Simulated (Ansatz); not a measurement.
In doubt: masses and optical values from hybrid runs of this build are listed as unsure, which bears on the screening that GW takes from such a start.

Rows from a G0W0 calculation on PtSe2 (1T monolayer) (Ansatz 0.2.0; G0W0 on HSE06, plane waves, PAW; 6×6×1 mesh, 421 empty bands, screening to 66 eV), in eV. Spin-orbit coupling is left out.

| row | k | band | start | Σx | Σc at the solution | Vxc |
| --- | --- | --- | --- | --- | --- | --- |
| A | (0.000, 0.167, 0.000) | c2 | -2.897 | -16.162 | -2.876 | -19.678 |
| B | Γ | c1 | -2.598 | -16.803 | -2.847 | -20.302 |
| C | (0.000, 0.167, 0.000) | c1 | -3.983 | -15.737 | -2.476 | -18.839 |
| D | (0.000, 0.167, 0.000) | v2 | -6.383 | -19.012 | 1.517 | -17.523 |
| E | (0.000, 0.167, 0.000) | v1 | -6.352 | -16.407 | 1.339 | -14.960 |
| F | Γ | v1 | -6.212 | -17.590 | 1.194 | -16.370 |

Question: Give the quasiparticle energies and the shift of each level.

The quasiparticle equation reads E = start + Σx + Σc(E) − Vxc.

| row | E (eV) | shift (eV) |
| --- | --- | --- |
| A | -2.257 | +0.640 |
| B | -1.946 | +0.652 |
| C | -3.356 | +0.627 |
| D | -6.354 | +0.029 |
| E | -6.460 | −0.108 |
| F | -6.237 | −0.025 |

Limits: not at the basis limit; coarse mesh for a sheet; no spin polarisation; d states lean on the start; no spin-orbit coupling.

[Runs of the session that timed out or met a known fault of the program may be left out.]

[Cells called generated may have been cut or substituted from an entry of the Crystallography Open Database or the Materials Project.]

[Hosts, paths, dates, database ids (printed as entryN), source tags and the programs' standing remarks are cut or masked in the printed files.]
